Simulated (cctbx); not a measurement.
**What is wrong with this refinement?**

Cell a = 11.4120 Å, b = 11.4120 Å, c = 11.4120 Å, α = 90.00°, β = 90.00°, γ = 90.00°; space group Fd-3m (no. 227, origin choice 1).

Simulated single-crystal data (cctbx): Mo Kα, λ = 0.71073 Å, to d = 0.75 Å, 95 % of the full sphere, strongest reflection 40000 counts, noise from counting, a 6 % proportional error and a noise floor of 4 counts (s.d.); no absorption.

An anisotropic refinement with weights 1/σ² prints:

```text
Rint 0.048, 16 unique reflections to 1.65 A
cycle     R1     wR2    GooF  max shift (A)
   1  0.0090  0.0535   3.735   0.00417
   2  0.0054  0.0124   0.867   0.00000
final R1 0.0054 wR2 0.0124 GooF 0.867  parameters 6  data/parameter 2.7
atom        x        y        z      Ueq    occ   su(xyz)  su(Uiso or U11)
Y1     0.37500  0.87500  0.12500   0.0239  1.000  0.00000  0.0012
Se1    0.11500  0.38500  0.11500   0.0173  1.000  0.00005  0.0011
Mn1    0.25000  0.25000  0.25000   0.0385  1.000  0.00000  0.0018
difference map: max 0.06 min -0.14 rms 0.03
Q1    0.0000  0.0000  0.1335   48    0.06  1.52 A from Mn1
Q2    0.0871  0.0871  0.4129   32    0.04  0.55 A from Se1
Q3    0.0256  0.1250  0.2244   96    0.03  2.10 A from Se1
Q4    0.0838  0.0838  0.5838   32    0.02  0.81 A from Y1
Q5    0.1250  0.1250  0.6250   16    0.01  0.00 A from Y1
```

**Question.** Can this result stand? If not, what is the likely fault?

Mend it. The fault: data cut at low resolution. Against the right model at the same level, R1 goes from 0.0064 to 0.0054 and GooF from 0.85 to 0.87. The atoms are right, but there are too few data for the parameters: R1 flatters and the s.u.s grow. Data per parameter fall from 19 to 2.7.

The compound is Y2MnSe4. The right model at the same level gives:

```text
Rint 0.051, 114 unique reflections to 0.76 A
cycle     R1     wR2    GooF  max shift (A)
   1  0.0254  0.0992   5.905   0.00250
   2  0.0064  0.0143   0.852   0.00000
final R1 0.0064 wR2 0.0143 GooF 0.852  parameters 6  data/parameter 19.0
atom        x        y        z      Ueq    occ   su(xyz)  su(Uiso or U11)
Y1     0.37500  0.87500  0.12500   0.0223  1.000  0.00000  0.0001
Se1    0.11492  0.38508  0.11492   0.0158  1.000  0.00001  0.0001
Mn1    0.25000  0.25000  0.25000   0.0358  1.000  0.00000  0.0002
difference map: max 0.28 min -0.23 rms 0.06
Q1    0.0000  0.0000  0.5000    8    0.28  2.27 A from Se1
Q2    0.0716  0.0716  0.9284   32    0.26  1.25 A from Se1
Q3    0.0513  0.0513  0.8178   96    0.16  1.45 A from Se1
Q4    0.0644  0.0644  0.5644   32    0.15  1.20 A from Y1
Q5    0.0551  0.1942  0.1942   96    0.13  2.37 A from Se1
Q6    0.0592  0.0592  0.3601   96    0.13  0.94 A from Se1
```

Isotropic U is held between 0.0001 and 1 Å² by the program, and listed peak heights are interpolated, so they can pass the grid's maximum.

The model is made up (kin elements in a known structure type, no relaxation), so it says nothing on whether the phase exists.

[Middle refinement cycles are left out of these outputs.]

[Logs are printed without paths, hosts, clocks, repeated set-up lines and the standing remarks that a program may print on its own settings, such as how far it seeks lower states.]
